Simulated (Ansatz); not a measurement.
## BeInH3 (model cell, started as cubic perovskite with Be in the octahedra): a soft mode frozen in

Aim: this structure of BeInH3 (model cell, started as cubic perovskite with Be in the octahedra) is to be tested for unstable modes, and one is followed downhill.

Program: Ansatz 0.2.0. Level of theory: DFT LDA, scalar-relativistic, plane waves, PAW; PAW set soft_1. Results are calculated unless marked as measured.

The structure was built from a prototype and need not be the compound's stable phase.

## 1. Starting point

The structure is cubic, space group Pm-3m (No. 221). Conventional cell: a = 3.530 Å, b = 3.530 Å, c = 3.530 Å, α = 90.00°, β = 90.00°, γ = 90.00°. Nearest to In lie 12 H at 2.50 Å. Be has 6 H at 1.77 Å nearest. Nearest to H lie 2 Be at 1.77 Å. Farther neighbours are not listed.

Structure file:

```cif
data_structure
_symmetry_space_group_name_H-M 'Pm-3m'
_symmetry_Int_Tables_number 221
_cell_length_a 3.5304
_cell_length_b 3.5304
_cell_length_c 3.5304
_cell_angle_alpha 90.000
_cell_angle_beta 90.000
_cell_angle_gamma 90.000
_cell_volume 44.00
loop_
_atom_site_label
_atom_site_type_symbol
_atom_site_symmetry_multiplicity
_atom_site_Wyckoff_symbol
_atom_site_fract_x
_atom_site_fract_y
_atom_site_fract_z
_atom_site_occupancy
In1 In 1 a 0.00000 0.00000 0.00000 1
Be1 Be 1 b 0.50000 0.50000 0.50000 1
H1 H 3 c 0.50000 0.50000 0.00000 1
```

## 2. Response at finite wavevector

The cell comes from relaxations at this level that are not shown. Stability and thermal properties need the whole zone. Linear response on a 4×4×4 q mesh gives force constants as far as a supercell of that size would.

input.yaml reads:

```yaml
crystal:
  lattice:
    - [3.5304351694, 0.0, 0.0]
    - [0.0, 3.5304351694, 0.0]
    - [0.0, 0.0, 3.5304351694]
  atoms:
    - { symbol: In, position: [0.0, 0.0, 0.0] }
    - { symbol: Be, position: [0.5, 0.5, 0.5] }
    - { symbol: H, position: [0.5, 0.5, 0.0] }
    - { symbol: H, position: [0.5, 0.0, 0.5] }
    - { symbol: H, position: [0.0, 0.5, 0.5] }
kpoints:
  mp_grid: { grid: [12, 12, 12] }
hamiltonian:
  xc: lda
  pseudopotentials: { kind: paw, azcp: { folder: soft_1 }, xc_functional: pbe }
scf:
  occupations: { method: methfessel_paxton, width: 0.2 }
output:
  eigenvalues: true
phonons:
  method: dfpt
  qmesh: [4, 4, 4]
  temperatures: { t_max: 1000, t_step: 50 }
  qpath:
    path:
      - [[0.0, 0.0, 0.0], [0.0, 0.5, 0.0], [0.5, 0.5, 0.0], [0.0, 0.0, 0.0], [0.5, 0.5, 0.5], [0.0, 0.5, 0.0]]
      - [[0.5, 0.5, 0.5], [0.5, 0.5, 0.0]]
    npoints: 10
```

Launch:

```sh
$ ansatz run input.yaml --threads 4 --pin off --max-ram 16384MiB --backend cpu --events-out ev --progress --plain --runs-dir out
```

Numbers of over 12 decimals in the logs are rounded to 6 here.

Log:

```text
Engine: ansatz 0.2.0, aarch64-unknown-linux-gnu
Pseudopotentials: kind: paw
Pseudopotential: In, paw, valence charge 13, recommended cutoff 420 eV (normal), soft_1/In.paw.azcp
Pseudopotential: Be, paw, valence charge 2, recommended cutoff 420 eV (normal), soft_1/Be.paw.azcp
Pseudopotential: H, paw, valence charge 1, recommended cutoff 420 eV (normal), soft_1/H.paw.azcp
Functional definition: SPW92
  exchange = slater_x
  correlation = pw_c
Crystal: 5 atoms, lattice volume = 44.003 Å³
Basis set: ecut = 420 eV, 847 PW (Γ), exchange–correlation on 48×48×48 points (8 copies of the dense FFT grid, shifted against one another)
Bands: 14, of which v1, the nominal top of the filled ones, is band 9 counted from 1 (8 counted from 0)
Symmetry: 48 space group operations
k-points: 84 of 1728
Non-local potential: In, projectors of the file, l = 0: 2, l = 1: 2, l = 2: 2, l = 3: 1
Non-local potential: Be, projectors of the file, l = 0: 2, l = 1: 2, l = 2: 1
Non-local potential: H, projectors of the file, l = 0: 2, l = 1: 1
PAW form: soft (Blöchl's): semilocal exchange-correlation on the pseudo side does not see the compensation charge
PAW frozen core: In, regenerated for the run's functional, and the local potential with it (the file was generated under x = pbe(κ = 0.804, μ = 0.219515), c = pbe(β = 0.066725))
PAW frozen core: Be, regenerated for the run's functional, and the local potential with it (the file was generated under x = pbe(κ = 0.804, μ = 0.219515), c = pbe(β = 0.066725))
PAW one-centre angular grid: In, 590 points (default); XC on 64 Gauss nodes
PAW one-centre angular grid: Be, 110 points (default); XC on 64 Gauss nodes
PAW one-centre angular grid: H, 110 points (default); XC on 64 Gauss nodes
Initial density: superposition of atomic densities (chi_scale 0.1, normalization cell, long waves kept (reshape's long-wave potential 0.00 eV rms))
Initial wavefunctions: pseudopotential atomic-orbital guess
Functional: x = slater, c = lda
SCF iter   1: F=—  HF=-5590.870554 eV  |F-HF|=—  |Δ(HF+E_count)|=         —  Δρ=4.95e-2  dr2=1.29e0  ethr=3.10e-3  ⟨swp⟩=5.3  Hψ=6779  notcnv=0
preconditioner: auto → none  [metal: Δε(μ)=0.082 eV  Ē_g=13.835 eV  σ=0.200 eV  W_gap=0.33  n_scr=6 (ndim 8)  ℏωp=23.7 eV  f_vac=0.000  D(μ)=0.63/eV (n_scr^D=0)  sad-step TF]
SCF iter   2: F=—  HF=-5590.524417 eV  |F-HF|=—  |Δ(HF+E_count)|=   3.46e-1  S|Δr|=    0.00e0  Δρ=2.66e-2  dr2=4.32e-1  ethr=3.10e-3  ⟨swp⟩=2.0  Hψ=2142  notcnv=0  defer=53
SCF iter   3: F=—  HF=-5590.350464 eV  |F-HF|=—  |Δ(HF+E_count)|=   1.74e-1  S|Δr|=    0.00e0  Δρ=3.81e-3  dr2=4.44e-3  ethr=2.40e-3  ⟨swp⟩=2.0  Hψ=1789  notcnv=0  defer=53
SCF iter   4: F=—  HF=-5590.348986 eV  |F-HF|=—  |Δ(HF+E_count)|=   1.48e-3  S|Δr|=    0.00e0  Δρ=1.09e-3  dr2=1.91e-4  ethr=2.47e-5  ⟨swp⟩=2.1  Hψ=2338  notcnv=0  defer=53
SCF iter   5: F=—  HF=-5590.348992 eV  |F-HF|=—  |Δ(HF+E_count)|=   6.36e-6  S|Δr|=    0.00e0  Δρ=1.68e-4  dr2=1.23e-5  ethr=1.06e-6  ⟨swp⟩=2.0  Hψ=1842  notcnv=0  defer=53
SCF iter   6: F=—  HF=-5590.348991 eV  |F-HF|=—  |Δ(HF+E_count)|=   1.50e-6  S|Δr|=    0.00e0  Δρ=2.85e-5  dr2=1.50e-7  ethr=6.82e-8  ⟨swp⟩=2.4  Hψ=1844  notcnv=0  defer=53
SCF iter   7: F=—  HF=-5590.348995 eV  |F-HF|=—  |Δ(HF+E_count)|=   4.01e-6  S|Δr|=    0.00e0  Δρ=4.08e-6  dr2=4.13e-9  ethr=8.32e-10  ⟨swp⟩=2.1  Hψ=1857  notcnv=0  defer=53
SCF iter   8: F=—  HF=-5590.348995 eV  |F-HF|=—  |Δ(HF+E_count)|=  8.78e-10  S|Δr|=    0.00e0  Δρ=2.26e-7  dr2=1.49e-11  ethr=2.30e-11  ⟨swp⟩=2.8  Hψ=1656  notcnv=0  defer=53
SCF iter   9: F=-5590.348995 eV  HF=-5590.348995 eV  |F-HF|=9.09e-13  |Δ(HF+E_count)|=  1.46e-11  S|Δr|=    0.00e0  Δρ=5.59e-9  dr2=5.66e-15  ethr=1.00e-12  ⟨swp⟩=8.4  Hψ=5299  notcnv=0
SCF 1 converged in 9 iterations: F = -5590.348995 eV  dr2 = 5.66e-15
  greatest PAW one-centre occupation: 0.984 electrons in one spin orbital (limit 2), on the In atom at site 0 (counted from 0), in its partial waves of l = 2
Initial density: read from a saved state, or passed on in memory by an earlier SCF of this step, an earlier step, the calling program or the single point that the run made first
iter 1 solved again at ethr=3.08e-7 eV; its pass at ethr=3.10e-3 eV (dr2=5.55e-5 eV) is discarded
SCF iter   1: F=—  HF=-5590.348995 eV  |F-HF|=—  |Δ(HF+E_count)|=         —  Δρ=1.37e-6  dr2=4.48e-10  ethr=3.08e-7  ⟨swp⟩=2.2  Hψ=9491  notcnv=0
eigensolver tolerance schedule: the retry pair's looser diagonalisation over-reported the residual by 123707.10 of it (diagonalisation noise at an unbounded share of the residual, at the tolerance the schedule requests for it); recorded, not acted on — ethr = c·dr2/N_el stays at c = 1.0e-1
preconditioner: auto → none  [metal: Δε(μ)=0.087 eV  Ē_g=14.588 eV  σ=0.200 eV  W_gap=0.35  n_scr=6 (ndim 8)  ℏωp=23.7 eV  f_vac=0.000  D(μ)=0.54/eV (n_scr^D=0)]
SCF iter   2: F=—  HF=-5590.348995 eV  |F-HF|=—  |Δ(HF+E_count)|=   1.09e-7  S|Δr|=    0.00e0  Δρ=1.12e-6  dr2=3.79e-10  ethr=2.49e-12  ⟨swp⟩=3.2  Hψ=2746  notcnv=0
SCF iter   3: F=—  HF=-5590.348995 eV  |F-HF|=—  |Δ(HF+E_count)|=  1.53e-10  S|Δr|=    0.00e0  Δρ=5.87e-7  dr2=8.95e-11  ethr=2.10e-12  ⟨swp⟩=2.4  Hψ=1884  notcnv=0
SCF iter   4: F=—  HF=-5590.348995 eV  |F-HF|=—  |Δ(HF+E_count)|=  3.37e-11  S|Δr|=    0.00e0  Δρ=3.34e-7  dr2=2.67e-11  ethr=1.00e-12  ⟨swp⟩=1.0  Hψ=1176  notcnv=0
SCF iter   5: F=—  HF=-5590.348995 eV  |F-HF|=—  |Δ(HF+E_count)|=  5.46e-12  S|Δr|=    0.00e0  Δρ=2.45e-7  dr2=1.43e-11  ethr=1.00e-12  ⟨swp⟩=1.0  Hψ=1176  notcnv=0
SCF iter   6: F=-5590.348995 eV  HF=-5590.348995 eV  |F-HF|=5.46e-12  |Δ(HF+E_count)|=  4.55e-12  S|Δr|=    0.00e0  Δρ=1.83e-7  dr2=8.02e-12  ethr=1.00e-12  ⟨swp⟩=2.0  Hψ=2104  notcnv=0
SCF 2 converged in 6 iterations: F = -5590.348995 eV  dr2 = 8.02e-12
phonons: the bands overlap, so this run is a metal and interpolates without the dipole-dipole term. If the crystal is really an insulator or semiconductor, its LO-TO splitting is missing
NSCF: frozen V_eff on 84 k-points
NSCF: frozen V_eff on 343 k-points
DFPT response loops at q = (0, 0, 0) (fractional): preconditioner auto → Kerker (q_TF=auto, 2.351 Å⁻¹) (partly filled bands, converged f_vac=0.000); β = 1.00, the filter's whole step (`scf.mixing.beta` (0.50) is not read by the response loops under this deck's `scf.mixing.preconditioner`; to damp them name `kerker` or `kerker_dos`, under which they read `scf.mixing.beta`, and type it under 1.00, their step now; both keys bind the ground state too); Broyden in place of MSR1
NSCF: frozen V_eff on 1176 k-points
DFPT response loops at q = (0, 0, 0.25) (fractional): mixed as the last ones told, above
NSCF: frozen V_eff on 686 k-points
DFPT response loops at q = (0, 0, -0.5) (fractional): mixed as the last ones told, above
NSCF: frozen V_eff on 2016 k-points
DFPT response loops at q = (0, 0.25, 0.25) (fractional): mixed as the last ones told, above
NSCF: frozen V_eff on 1176 k-points
DFPT response loops at q = (0, 0.25, -0.5) (fractional): mixed as the last ones told, above
NSCF: frozen V_eff on 686 k-points
DFPT response loops at q = (0, -0.5, -0.5) (fractional): mixed as the last ones told, above
NSCF: frozen V_eff on 3456 k-points
DFPT response loops at q = (0.25, 0.25, 0.25) (fractional): mixed as the last ones told, above
NSCF: frozen V_eff on 2016 k-points
DFPT response loops at q = (0.25, 0.25, -0.5) (fractional): mixed as the last ones told, above
NSCF: frozen V_eff on 1176 k-points
DFPT response loops at q = (0.25, -0.5, -0.5) (fractional): mixed as the last ones told, above
NSCF: frozen V_eff on 686 k-points
DFPT response loops at q = (-0.5, -0.5, -0.5) (fractional): mixed as the last ones told, above
SCF converged after 9 iterations
Stability not checked: this state was not tested for a lower state beside it, because cold or Methfessel-Paxton smearing, or corrected tetrahedra, fill the levels in a way that the test cannot read (fill_not_monotonic; see scf.lower_state_search)
Free energy (F): -5590.348995 eV
Harris-Foulkes:  -5590.348995 eV  (|F-HF|=9.09e-13)
Internal energy: -5590.350273 eV  (E = F + TS)
E sigma→0 (E₀):  -5590.349315 eV
Entropy (-TS):   0.001279 eV (0.256 meV/atom)
Fermi energy:    8.216798 eV
--- Per-component energies (eV) ---
  E_band       = -36.824382
  E_kinetic    = 274.766111
  E_local      = -1144.873528  (includes V_loc(G=0)·N_el)
  E_nonlocal   = 335.666085
  E_hartree    = 459.238302
  E_xc         = -189.754201
  E_vxc        = -146.919895  (∫ρ·V_xc dr)
  E_paw        = -4120.142727  (= ΣΔE_a)
  E_vpaw       = -273.937327  (= ΣTr[D̂ρ^β])
  E_aug_tail   = -0.002430  (compensation charges beyond the density's cutoff)
  E_ewald      = -1205.562707
  E_core_change = 0.314822  (= ΣΔE_core)
  E_smearing   = 0.001279  (= −TS)
  E_closure    = 0.000000  (closes the sum)
  Σ components = -5590.348995   (vs F -5590.348995, Δ=0.00e0)
--- Band table (eV; the first three rows and the last of 84) ---
  k-point 0: bands = [... 5 lower, -3.3772, 6.6911, 6.6911, 8.6743, 8.6743, 8.6743, 9.2960, 17.7297, ... 1 higher]
  k-point 1: bands = [... 5 lower, -3.2970, 5.8752, 6.7033, 8.6243, 8.7653, 8.7653, 10.2880, 17.2408, ... 1 higher]
  k-point 2: bands = [... 5 lower, -3.0553, 4.4816, 6.7372, 8.6727, 9.0346, 9.0346, 12.0029, 16.2862, ... 1 higher]
  k-point 83: bands = [... 5 lower, 3.4509, 3.4509, 3.4509, 6.5500, 7.4334, 7.5412, 7.5412, 7.5412, ... 1 higher]
--- Phonons (Γ-DFPT): 4 representative perturbations + reference (Σ response iterations 13) ---
  ASR residual: 8.759e-6 → 0.000e0 eV/Å²; symmetrization residual: 1.568e-6 eV/Å²
  ASR residual per site (eV/Å²): 8.76e-6 1.31e-6 4.64e-6 4.64e-6 4.64e-6
  Γ frequencies (cm⁻¹): -598.77 -598.77 -598.77 0.00 0.00 0.00 184.23 184.23 184.23 745.73 745.73 745.73 860.49 860.49 860.49
--- Phonons (arbitrary-q DFPT): 10 irreducible q on the 4×4×4 mesh ---
  q = [0.0000, 0.0000, 0.0000] (star 1, of the zone-centre solve; hermiticity 1.47e-6, symmetrization 1.23e-11): -598.77 -598.77 -598.77 -0.00 -0.00 0.00 184.23 184.23 184.23 745.73 745.73 745.73 860.49 860.49 860.49
  q = [0.0000, 0.0000, 0.2500] (star 6, 9 solved perturbations in 4536 linear systems a pass and spin channel, the states on 588 of 1728 k-point pairs; hermiticity 1.15e-6, symmetrization 4.05e-12): -520.27 -520.27 43.47 43.47 74.92 143.77 252.24 252.24 477.75 626.20 737.05 737.05 811.86 817.31 817.31
  q = [0.0000, 0.0000, -0.5000] (star 3, 9 solved perturbations in 2646 linear systems a pass and spin channel, the states on 343 of 1728 k-point pairs; hermiticity 2.82e-7, symmetrization 2.75e-8): -453.95 -453.95 45.79 45.79 105.83 230.25 377.23 377.23 668.40 673.50 698.00 698.00 751.53 751.53 831.29
  q = [0.0000, 0.2500, 0.2500] (star 12, 9 solved perturbations in 7686 linear systems a pass and spin channel, the states on 1008 of 1728 k-point pairs; hermiticity 9.99e-7, symmetrization 4.16e-14): -504.31 -485.41 -13.73 39.88 55.00 225.26 244.87 269.00 640.14 691.54 715.29 736.69 738.53 755.76 847.28
  q = [0.0000, 0.2500, -0.5000] (star 12, 15 solved perturbations on 588 of 1728 k-point pairs; hermiticity 8.76e-7, symmetrization 6.11e-9): -493.39 -438.19 -23.81 40.24 72.39 249.80 261.69 338.04 604.17 669.68 682.78 690.36 702.27 825.86 888.36
  q = [0.0000, -0.5000, -0.5000] (star 3, 9 solved perturbations in 2646 linear systems a pass and spin channel, the states on 343 of 1728 k-point pairs; hermiticity 4.03e-7, symmetrization 3.67e-9): -696.73 -524.16 -180.57 -78.75 -78.75 25.51 303.63 303.63 525.87 540.89 540.89 653.17 653.17 846.70 985.04
  q = [0.2500, 0.2500, 0.2500] (star 8, 4 solved perturbations in 4536 linear systems a pass and spin channel, the states on 1728 of 1728 k-point pairs; hermiticity 1.25e-6, symmetrization 1.37e-12): -471.50 -471.50 -36.27 61.27 61.27 213.52 302.13 302.13 630.80 637.44 637.44 764.41 764.41 779.21 912.01
  q = [0.2500, 0.2500, -0.5000] (star 12, 9 solved perturbations in 7686 linear systems a pass and spin channel, the states on 1008 of 1728 k-point pairs; hermiticity 6.86e-7, symmetrization 6.73e-9): -501.53 -492.08 39.83 45.94 72.74 257.49 298.59 306.10 563.76 609.73 614.91 742.58 760.53 802.09 947.77
  q = [0.2500, -0.5000, -0.5000] (star 6, 9 solved perturbations in 4536 linear systems a pass and spin channel, the states on 588 of 1728 k-point pairs; hermiticity 2.74e-7, symmetrization 5.05e-10): -565.82 -453.60 67.45 68.88 68.88 165.04 308.44 308.44 541.12 557.86 557.86 690.35 690.35 810.86 992.95
  q = [-0.5000, -0.5000, -0.5000] (star 1, 4 solved perturbations in 931 linear systems a pass and spin channel, the states on 343 of 1728 k-point pairs; hermiticity 6.06e-8, symmetrization 1.44e-10): -528.56 -528.56 93.08 93.08 93.08 285.09 285.09 285.09 541.53 541.53 541.53 700.92 700.92 700.92 982.80
  sum rule: each row above includes the acoustic sum rule's correction from the zone centre's row sums; it moved no ω² by more than (1.12 cm⁻¹)²
  mesh force constants: q→R imaginary residual 4.54e-18; ASR residual 8.759e-6 → 0.000e0 eV/Å²; symmetrization residual 2.665e-15 eV/Å²
  interpolated dispersion: 62 rows × 15 modes
  density of states and harmonic sums: on the 20×20×20 q-mesh, interpolated from the force constants of a 4×4×4 supercell (no non-analytic term)
  largest difference from the sums on the solved wave vectors: F 9.16e-2 eV, S 1.07e-4 and C_V 2.28e-5 eV/K
  zero-point energy: 0.368202 eV/cell   skipped modes (ω ≤ 0): 743, of them read as no rigid motion or as one in doubt: 740 (2.521e0 modes/cell left out, lowest -696.73 cm⁻¹)   left out of the sums: 1.68e-1 of the cell's modes: C_V's classical limit lies that fraction below 3 k_B per atom; for a crystal, a wire or a layer, F and S can be off by more, and a phonons.interpolated_qmesh denser along its periods is the remedy for the sampling
```

Wall time 7.5 min (4 threads of Arm Neoverse V1, shared host); peak memory 2.6 GiB.

Reading the cycles: dr2 is the Hartree energy of the density residual (eV), the measure of convergence; HF is the Harris–Foulkes estimate of the energy, which meets the free energy F at convergence.

This step gave:

| Quantity | Value |
| --- | --- |
| volume per atom | 8.801 Å³ |
| gap on the k-mesh | 0 eV |
| sum-rule residual before enforcement | 8.76e-6 eV/Å² |
| lowest frequency on the path | -696.7 cm⁻¹ |
| point group | m-3m |
| highest frequency on the path or at a solved wavevector | 994 cm⁻¹ |
| highest optical mode at the zone centre (no LO-TO term) | 860.5 cm⁻¹ |
| lowest optical zone-centre mode | -598.8 cm⁻¹ |
| lowest mode on the q mesh (acoustic modes at Γ apart) | -696.7 cm⁻¹ |

Frequencies (cm⁻¹) solved at each irreducible wavevector; negative means imaginary. Frequencies by wavevector, by row:

```
q in reciprocal lattice units  star  mode 1  mode 2  mode 3  mode 4  mode 13  mode 14  mode 15
                        0 0 0     1  -598.8  -598.8  -598.8       0    860.5    860.5    860.5
                     0 0 0.25     6  -520.3  -520.3    43.5    43.5    811.9    817.3    817.3
                     0 0 -0.5     3  -453.9  -453.9    45.8    45.8    751.5    751.5    831.3
                  0 0.25 0.25    12  -504.3  -485.4   -13.7    39.9    738.5    755.8    847.3
                  0 0.25 -0.5    12  -493.4  -438.2   -23.8    40.2    702.3    825.9    888.4
                  0 -0.5 -0.5     3  -696.7  -524.2  -180.6   -78.8    653.2    846.7      985
               0.25 0.25 0.25     8  -471.5  -471.5   -36.3    61.3    764.4    779.2      912
               0.25 0.25 -0.5    12  -501.5  -492.1    39.8    45.9    760.5    802.1    947.8
               0.25 -0.5 -0.5     6  -565.8  -453.6    67.5    68.9    690.4    810.9      993
               -0.5 -0.5 -0.5     1  -528.6  -528.6    93.1    93.1    700.9    700.9    982.8
```

Interpolated from a 4×4×4 q mesh. Phonon branches along the path, in cm⁻¹:

```
    point  branch 1  branch 2  branch 3  branch 4  branch 12  branch 13  branch 14  branch 15
        Γ      -599      -599      -599         0        746        860        860        860
  halfway      -520      -520        44        44        737        812        817        817
        X      -454      -454        46        46        698        752        752        831
  halfway      -493      -438       -24        40        690        702        826        888
        M      -697      -524      -181       -79        653        653        847        985
  halfway      -504      -485       -14        40        737        738        756        847
        Γ      -599      -599      -599         0        746        860        860        860
  halfway      -472      -472       -36        61        764        764        779        912
        R      -529      -529        93        93        701        701        701        983
  halfway      -502      -492        40        46        743        760        802        948
        X      -454      -454        46        46        698        752        752        831
jump to R      -529      -529        93        93        701        701        701        983
  halfway      -566      -454        67        69        690        690        811        993
        M      -697      -524      -181       -79        653        653        847        985
```

Symmetry leaves 10 wavevectors to solve. The lowest mode among them, the acoustic zeros apart, lies at q = (0, -0.5, -0.5) and is imaginary, 696.7i cm⁻¹, so the energy falls along it.

## 3. The mode frozen in, largest atomic shift 0 Å

The mode followed lies at Γ with frequency 598.8i cm⁻¹ and is 3-fold degenerate, one of the unstable modes though not the softest. At small amplitude the distorted cell has space group no. 160 by a symmetry search on the positions. The undistorted cell that holds it gives the zero of energy on the same k mesh.

input.yaml, the sections that differ from step 2:

```yaml
output:
  forces: true
  stress: true
  eigenvalues: true
# crystal, kpoints, hamiltonian, scf: as in step 2
# phonons: removed
```

Log:

```text
[...]
Crystal: 5 atoms, lattice volume = 44.003 Å³
Basis set: ecut = 420 eV, 847 PW (Γ)
Bands: 14, of which v1, the nominal top of the filled ones, is band 9 counted from 1 (8 counted from 0)
Symmetry: 48 space group operations
[...]
k-points: 84 of 1728
[...]
k-point 0: bands = [... 5 lower, -3.3771, 6.6911, 6.6911, 8.6743, 8.6743, 8.6743, 9.2960, 17.7298, ... 1 higher]
  k-point 1: bands = [... 5 lower, -3.2970, 5.8752, 6.7033, 8.6243, 8.7653, 8.7653, 10.2880, 17.2408, ... 1 higher]
  k-point 2: bands = [... 5 lower, -3.0553, 4.4817, 6.7373, 8.6727, 9.0346, 9.0346, 12.0029, 16.2862, ... 1 higher]
  k-point 83: bands = [... 5 lower, 3.4509, 3.4509, 3.4509, 6.5499, 7.4334, 7.5412, 7.5412, 7.5412, ... 1 higher]
[key lines of the parts left out:]
SCF converged after 7 iterations
Free energy (F): -5590.348994 eV
Fermi energy:    8.216797 eV
P = ⅓ Tr σ = -0.0002 GPa (-0.002 kbar)
```

It took 0.91 s on 4 threads; peak memory 0.33 GiB; 3 s of CPU time.

Numbers from this step:

```yaml
pressure: -1.81e-4 GPa
energy_from_the_undistorted_cell: 0 meV/atom
```

The run ends at a pressure of 0.00 GPa.

(Continued in part 2 of 3.)

[Logs are printed without paths, hosts, clocks, repeated set-up lines and the standing remarks that a program may print on its own settings, such as how far it seeks lower states.]

[Hosts, paths, dates, database ids (printed as entryN), source tags and the programs' standing remarks are cut or masked in the printed files.]
